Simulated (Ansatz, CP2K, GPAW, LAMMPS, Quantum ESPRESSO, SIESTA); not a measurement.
# CP2K on ionic liquid MMIM+ methanesulfonate with Li salt at 400 K (210 atoms): settings against a plane-wave reference, part 3 of 3

How do the settings of CP2K change the result for ionic liquid MMIM+ methanesulfonate with Li salt at 400 K (210 atoms)? A plane-wave run serves as the yardstick.

Program: CP2K 2026.2; the method stands at each step. Banners, paths, timers and routine set-up lines are dropped from the logs unmarked, and long logs keep their key lines alone; longer cuts are marked.

So far. Step 6 (PBE, SZV-MOLOPT-SR, 800/50 Ry, OT DIIS): Against the first run (12 %), the force difference from the reference is 281 %, at 0.62 times the CPU time (on 2 against 4 cores), with 530 basis functions against 1900: the smaller basis costs accuracy. Step 7 (PBE, DZVP-MOLOPT-SR, 800/50 Ry, TRS4 filter 1e-03, SCF …): Against the first run (12 %), the force difference from the reference is 27 %, at 0.23 times the CPU time (5 SCF steps against 36).

## Step 8: PBE, DZVP-MOLOPT-SR, 280/50 Ry, OT DIIS

Method: Kohn-Sham DFT, PBE, GTH-PBE pseudopotentials, Gaussian and plane waves, DZVP-MOLOPT-SR-GTH, orbital transformation.

The input, input.inp:

```
&GLOBAL
  PROJECT cell
  RUN_TYPE ENERGY_FORCE
  PRINT_LEVEL LOW
&END GLOBAL
&FORCE_EVAL
  METHOD QS
  STRESS_TENSOR ANALYTICAL
  &DFT
    BASIS_SET_FILE_NAME BASIS_MOLOPT
    POTENTIAL_FILE_NAME GTH_POTENTIALS
    &MGRID
      CUTOFF 280
      REL_CUTOFF 50
    &END MGRID
    &QS
      EPS_DEFAULT 1.0E-12
    &END QS
    &SCF
      SCF_GUESS ATOMIC
      EPS_SCF 1.0E-06
      MAX_SCF 30
      &OT
        MINIMIZER DIIS
        PRECONDITIONER FULL_ALL
        ENERGY_GAP 0.001
      &END OT
      &OUTER_SCF
        EPS_SCF 1.0E-06
        MAX_SCF 8
      &END OUTER_SCF
      &PRINT
        &RESTART OFF
        &END RESTART
      &END PRINT
    &END SCF
    &XC
      &XC_FUNCTIONAL PBE
      &END XC_FUNCTIONAL
    &END XC
    &PRINT
      &MULLIKEN ON
      &END MULLIKEN
      &HIRSHFELD ON
        SHAPE_FUNCTION DENSITY
      &END HIRSHFELD
      &MO_CUBES
        NHOMO 1
        NLUMO 4
        WRITE_CUBE F
      &END MO_CUBES
    &END PRINT
  &END DFT
  &SUBSYS
    &CELL
      A 13.04169 0.00000 0.00000
      B 0.00000 13.04169 0.00000
      C 0.00000 0.00000 13.04169
    &END CELL
    &TOPOLOGY
      COORD_FILE_NAME structure.xyz
      COORD_FILE_FORMAT XYZ
    &END TOPOLOGY
    &KIND C
      BASIS_SET DZVP-MOLOPT-SR-GTH-q4
      POTENTIAL GTH-PBE-q4
    &END KIND
    &KIND N
      BASIS_SET DZVP-MOLOPT-SR-GTH-q5
      POTENTIAL GTH-PBE-q5
    &END KIND
    &KIND H
      BASIS_SET DZVP-MOLOPT-SR-GTH-q1
      POTENTIAL GTH-PBE-q1
    &END KIND
    &KIND S
      BASIS_SET DZVP-MOLOPT-SR-GTH-q6
      POTENTIAL GTH-PBE-q6
    &END KIND
    &KIND O
      BASIS_SET DZVP-MOLOPT-SR-GTH-q6
      POTENTIAL GTH-PBE-q6
    &END KIND
    &KIND Li
      BASIS_SET DZVP-MOLOPT-SR-GTH-q3
      POTENTIAL GTH-PBE-q3
    &END KIND
  &END SUBSYS
  &PRINT
    &FORCES ON
    &END FORCES
    &STRESS_TENSOR ON
    &END STRESS_TENSOR
  &END PRINT
&END FORCE_EVAL
```

The input, structure.xyz:

```xyz
210

[... 210 atom lines left out: the same atoms as in the first run ...]
```

The run is started by

```
$ OMP_NUM_THREADS=2 cp2k.psmp -i input.inp > output.txt
```

Numbers of over 12 decimals in the logs are rounded to 6 here.

The program printed:

```text
CP2K| version string:                                       CP2K version 2026.2
 CP2K| Input file name                                                 input.inp
 GLOBAL| Basis set file name                                        BASIS_MOLOPT
 GLOBAL| Potential file name                                      GTH_POTENTIALS
[... lines left out ...]
  Total energy:                                             -1101.741041
[... lines left out ...]
  Step     Update method      Time    Convergence         Total energy    Change
[... lines left out ...]
  *** SCF run converged in     6 steps ***
[... lines left out ...]
  Total energy:                                             -1101.749172
[... lines left out ...]
  outer SCF loop converged in   2 iterations or   36 steps
[... lines left out ...]
 Fermi Energy [eV] :    0.738311
[... lines left out ...]
 WARNING : did not converge in ot_eigensolver
[... lines left out ...]
 ENERGY| Total FORCE_EVAL ( QS ) energy [hartree]          -1101.749172
[... lines left out ...]
 FORCES|      1  1.82219558E-03 -1.13370560E-02  3.07373818E-02   3.28121300E-02
 FORCES|      2 -4.03206018E-02 -1.18534275E-02  2.27509013E-03   4.20883678E-02
 FORCES|      3  3.85186646E-02 -7.94053890E-03 -1.01467264E-02   4.06164467E-02
[...]
FORCES|    209 -1.15914617E-03 -5.12976552E-03  1.67846809E-04   5.26177600E-03
 FORCES|    210 -2.03540521E-03 -2.69450423E-04  9.05047794E-03   9.28044335E-03
 FORCES| Sum    -3.22519876E-02 -2.01280060E-02  3.29672296E-02
 FORCES| Total atomic force                                       5.03206276E-02
 STRESS| Analytical stress tensor [bar]
 STRESS|                        x                   y                   z
 STRESS|      x        4.27567893174E+04  -2.42965341320E+03  -5.74444255154E+03
 STRESS|      y       -2.42965341320E+03   6.18084166956E+04  -7.99294998199E+01
 STRESS|      z       -5.74444255154E+03  -7.99294998199E+01   3.81672423880E+04
 STRESS| 1/3 Trace                                             4.75774828003E+04
```

Elapsed: 7.1 min, on 2 threads of Arm Neoverse V2, shared host; peak memory 1.4 GiB.

The solver for the empty levels stopped short of its threshold, so the gap is rough; its iterations count in the time.

Compared with the plane-wave run:

| Quantity | Value |
| --- | --- |
| r.m.s. force component | 1.218 eV/Å |
| r.m.s. difference of force components | 143.4 meV/Å |
| longest difference of force vectors | 873.5 meV/Å |
| force difference over r.m.s. force | 12.54 % |
| slope of forces against the reference's | 1.059 |
| correlation of force components | 0.9946 |
| gap (highest filled to lowest empty level) | 2.169 eV |
| gap difference | -0.2137 eV |
| pressure | 4.758 GPa |
| pressure difference | 0.7745 GPa |
| energy less the same-level run's | -1.625 meV/atom |
| r.m.s. force difference from the same-level run | 65.43 meV/Å |

This is a coarse setting, run to see what it loses.

Against the first run (12 %), the force difference from the reference is 13 %, at 0.65 times the CPU time (on 2 against 4 cores): the grid matters here.

The forces add up to 2.6 eV/Å instead of zero, usually a sign of too coarse a grid.

## Step 9: The ladder

Differences are against the plane-wave reference, forces as r.m.s. over components; share is that over the reference's r.m.s. force, slope the least-squares factor from reference forces to these. Total energies of different programs have different zeros and aren't compared.

```
                                                                       run  Δ force, r.m.s. (meV/Å)  share (%)  slope  Δ pressure (GPa)  Δ gap (eV)  cores  CPU time  memory (GiB)
                                                                 reference                        -          -      -                 -           -      4     3 min           3.3
                              CP2K PBE, DZVP-MOLOPT-SR, 800/50 Ry, OT DIIS                      133       11.6  1.062             0.709      -0.213      4    21 min           6.5
                                                    CP2K GFN1-xTB, OT DIIS                      216       18.9  0.912             -3.77           -      2      24 s          0.52
CP2K PBE, DZVP-MOLOPT-SR, 800/50 Ry, TRS4 filter 1e-04, SCF 1e-05 (coarse)                      229       20.0  1.078             0.770           -      4   7.5 min           6.3
         CP2K PBE, DZVP-MOLOPT-SR, 800/50 Ry, TRS4 filter 1e-05, SCF 1e-06                      154       13.5  1.067             0.713           -      4    12 min           6.4
                      CP2K PBE, SZV-MOLOPT-SR, 800/50 Ry, OT DIIS (coarse)                     3211        281  2.243              20.1       -2.34      2    13 min           4.1
CP2K PBE, DZVP-MOLOPT-SR, 800/50 Ry, TRS4 filter 1e-03, SCF 1e-04 (coarse)                      314       27.5  1.021             0.823           -      4   4.8 min           6.3
                     CP2K PBE, DZVP-MOLOPT-SR, 280/50 Ry, OT DIIS (coarse)                      143       12.5  1.059             0.774      -0.214      2    14 min           1.4
```

Rows marked coarse were listed beforehand as settings not expected to be converged; some can still land near the reference.

CPU time is summed over cores on a shared host, where runs went side by side, so it is rough. Symmetry, cutoffs, thresholds, outputs and thread counts weren't matched or tuned between programs; memory under MPI is the largest rank's times the ranks.

Mean charges by element (e), by run and scheme:

```
                                                              run     scheme      C      N      H      S      O     Li
                                                        reference     Löwdin  -0.25  +0.06  +0.22  +2.37  -0.84  +0.78
                     CP2K PBE, DZVP-MOLOPT-SR, 800/50 Ry, OT DIIS   Mulliken  -0.10  +0.17  +0.08  +0.75  -0.47  +0.55
                     CP2K PBE, DZVP-MOLOPT-SR, 800/50 Ry, OT DIIS  Hirshfeld  -0.03  +0.03  +0.06  +0.42  -0.31  +0.26
                                           CP2K GFN1-xTB, OT DIIS   Mulliken  +0.07  -0.13  +0.07  +0.57  -0.50  +0.49
CP2K PBE, DZVP-MOLOPT-SR, 800/50 Ry, TRS4 filter 1e-05, SCF 1e-06   Mulliken  -0.10  +0.17  +0.08  +0.75  -0.47  +0.55
```

The reference's Löwdin charges lack the electrons that the projection spills, 0.054 e an atom on average.

Within one program, basis, potentials and functional, energies share a zero. Each run against its twin at the usual cutoff or grid and solver:

```
                                                              run                                twin  Δ energy (meV/atom)  Δ force, r.m.s. (meV/Å)         CPU time over the twin's
CP2K PBE, DZVP-MOLOPT-SR, 800/50 Ry, TRS4 filter 1e-04, SCF 1e-05  DZVP-MOLOPT-SR, 800/50 Ry, OT DIIS                0.214                      180                             0.35
CP2K PBE, DZVP-MOLOPT-SR, 800/50 Ry, TRS4 filter 1e-05, SCF 1e-06  DZVP-MOLOPT-SR, 800/50 Ry, OT DIIS               0.0726                     71.1                             0.58
CP2K PBE, DZVP-MOLOPT-SR, 800/50 Ry, TRS4 filter 1e-03, SCF 1e-04  DZVP-MOLOPT-SR, 800/50 Ry, OT DIIS                 7.18                      297                             0.23
                     CP2K PBE, DZVP-MOLOPT-SR, 280/50 Ry, OT DIIS  DZVP-MOLOPT-SR, 800/50 Ry, OT DIIS                -1.62                     65.4  0.65 (this twin ran on 4 cores)
```

## Step 10: What came out

* nearest in forces: CP2K PBE, DZVP-MOLOPT-SR, 800/50 Ry, OT DIIS, 12 %
* its CPU time: 21 min

The PBE runs in local orbitals, coarse settings apart, differ by 12 % (CP2K PBE, DZVP-MOLOPT-SR, 800/50 Ry, OT DIIS) to 13 % (CP2K PBE, DZVP-MOLOPT-SR, 800/50 Ry, TRS4 filter 1e-05, SCF 1e-06); basis, grid and potentials can all enter. Tight binding differs by 19 % (CP2K GFN1-xTB, OT DIIS); it is another model, with fitted parameters of its own, and the xTB methods hold dispersion. Runs with settings chosen to be coarse differ by 13 % (CP2K PBE, DZVP-MOLOPT-SR, 280/50 Ry, OT DIIS) to 281 % (CP2K PBE, SZV-MOLOPT-SR, 800/50 Ry, OT DIIS), their programs' other errors included. One electronic-structure run takes under half the reference's CPU time: CP2K GFN1-xTB, OT DIIS, at 19 % in 24 s against 3 min; its pressure misses by -3.8 GPa. At the same functional, gaps differ from the reference's 2.38 eV by between -2.34 and -0.21 eV. In pressure, CP2K PBE, SZV-MOLOPT-SR, 800/50 Ry, OT DIIS misses by +20.1 GPa, at the same functional. Charges hang on model, scheme and program or settings: among these rows the mean for N runs from -0.13 to +0.17 e, even in sign. With TRS4, tightening the sparsity filter from 1e-03 to 1e-05, and the SCF threshold with it, takes the force difference from the cubic solver from 297 to 71 meV/Å, and the CPU time from 0.23 to 0.58 times the cubic solver's. Periodic xTB results under one method name differ between programs and library versions. The network of contacts between molecules at the start is that of the classical potential that made the cell, and needn't be the one that DFT or experiment would give. The reference's PBE has no dispersion term, which matters for the binding between molecules or layers. The density was typed from a rule of thumb and may lie off the real one at this temperature. The electronic-structure runs sample only Γ, in a cell whose shortest periodic width is 13 Å.

[Also dropped from logs without a mark: logging warnings of Python, and SIESTA's first energy breakdown and zero terms.]

[Logs are printed without paths, hosts, clocks, repeated set-up lines and the standing remarks that a program may print on its own settings, such as how far it seeks lower states.]

[Hosts, paths, dates, database ids (printed as entryN), source tags and the programs' standing remarks are cut or masked in the printed files.]
